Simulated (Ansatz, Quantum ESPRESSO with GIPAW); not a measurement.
# From a field gradient to a quadrupolar line: 17O in NH4H2PO4

A plane-wave PAW calculation (PBEsol, Ansatz) gives this electric field gradient, in 10²¹ V/m² and Cartesian axes, at one O site of NH4H2PO4 (atom 3; in a symmetric O-H-O bridge; site symmetry 1):

```
      0.8089       -3.7606        5.6185
     -3.7606        2.2313       -4.0368
      5.6185       -4.0368       -3.0401
```

17O has spin 5/2, Q = -0.02558 barn and |γ|/2π = 5.7742 MHz/T. The cell is the I-42d form of a database entry, atoms relaxed, static and at 0 K. 

**Task.** Find C_Q, η_Q and ν_Q, and the shift and width of the central transition under fast MAS at 11.7 T and 14.1 T.

1. The tensor is symmetric and traceless. Its eigenvalues, ordered by size, are V_xx = -1.8896, V_yy = -7.2261 and V_zz = 9.1158.

2. η_Q = (V_xx − V_yy)/V_zz = 0.585.

3. C_Q = eQV_zz/h. One unit of 10²¹ V/m² with one barn gives 24.18 MHz, so C_Q = 24.18 × −0.02558 × 9.1158 = -5.638 MHz. A spectrum shows its size, not its sign.

4. ν_Q = 3C_Q/[2I(2I−1)] = 0.846 MHz in size, and P_Q = |C_Q|√(1 + η²/3) = 5.952 MHz.

5. The resonances lie at ν0 = 67.56 and 81.42 MHz, so ν_Q/ν0 is 0.013 at most and second order holds. The centre of gravity moves by δ_Q = −(3/40)(P_Q/ν0)² F × 10⁶ ppm, with F = [I(I+1) − 3/4]/[I²(2I−1)²] = 0.08: -46.6 ppm at 11.7 T and -32.1 ppm at 14.1 T.

6. Summing the second-order term over orientations gives a full width of 108 ppm (7.3 kHz) and 74.3 ppm (6.0 kHz). In ppm both fall as 1/B²: (11.7/14.1)² = 0.689. The spinning rate must pass the static width for this shape to show cleanly.

[Banner, clock, file and message-heading lines were taken out of the pw.x and gipaw.x logs.]

[Logs are printed without paths, hosts, clocks, repeated set-up lines and the standing remarks that a program may print on its own settings, such as how far it seeks lower states.]

[Hosts, paths, dates, database ids (printed as entryN), source tags and the programs' standing remarks are cut or masked in the printed files.]
